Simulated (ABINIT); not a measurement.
An input for ABINIT 10.8.3 (NaI (Fm-3m)):

```
acell 3*1.0 Angstrom
rprim 
  0.000000000000 3.236400000000 3.236400000000
  3.236400000000 -0.000000000000 3.236400000000
  3.236400000000 3.236400000000 -0.000000000000
ntypat 2
znucl 11 53
natom 2
typat 1 2
xred 
  0.000000000000 0.000000000000 0.000000000000
  0.500000000000 0.500000000000 0.500000000000
pp_dirpath "pseudos"
pseudos "Na.upf, I.upf"
ecut 38
ngkpt 4 4 4
nshiftk 1
shiftk 0 0 0
kptopt 1
chksymbreak 0
istwfk *1
occopt 1
irdwfk 1
optdriver 4
nband 46
gwcalctyp 28
ecutsigx 38
symsigma 0
nkptgw 8
kptgw 
  0.0000000000 0.0000000000 0.0000000000
  0.2500000000 0.0000000000 0.0000000000
  0.5000000000 0.0000000000 0.0000000000
  0.2500000000 0.2500000000 0.0000000000
  0.5000000000 0.2500000000 0.0000000000
  -0.2500000000 0.2500000000 0.0000000000
  0.5000000000 0.5000000000 0.0000000000
  -0.2500000000 0.5000000000 0.2500000000
bdgw 
  1 45
  1 45
  1 45
  1 45
  1 45
  1 45
  1 45
  1 45
ecuteps 3.2
irdscr 1
ppmodel 1
irdqps 1
rhoqpmix 0.3
indata_prefix "in"
outdata_prefix "out"
tmpdata_prefix "tmp"
```

```sh
OMP_NUM_THREADS=1 mpirun -n 8 abinit run.abi > log
```

**Question.** Estimate wall time and host memory on 8 MPI ranks of Arm Neoverse V2, shared host.

It took 1.9 min; on shared hardware allow 58 s to 3.9 min. Peak host memory was 7.7 GiB.

[Paths, hosts, dates, memory and timing lines, banners, echoed tables and standing remarks are left out of the program output.]

[Logs are printed without paths, hosts, clocks, repeated set-up lines and the standing remarks that a program may print on its own settings, such as how far it seeks lower states.]

[Runs of the session that timed out or met a known fault of the program may be left out.]

[Hosts, paths, dates, database ids (printed as entryN), source tags and the programs' standing remarks are cut or masked in the printed files.]

[G0W0 gaps are taken among the corrected bands and points alone; a level outside them can change the order at an edge.]

[Where Ansatz stands beside ABINIT at settings called matched, ABINIT's density can come from a denser mesh and the files from another edition; pairs whose starting gaps differed by over 0.03 eV were left out, so agreement reads better than it is.]
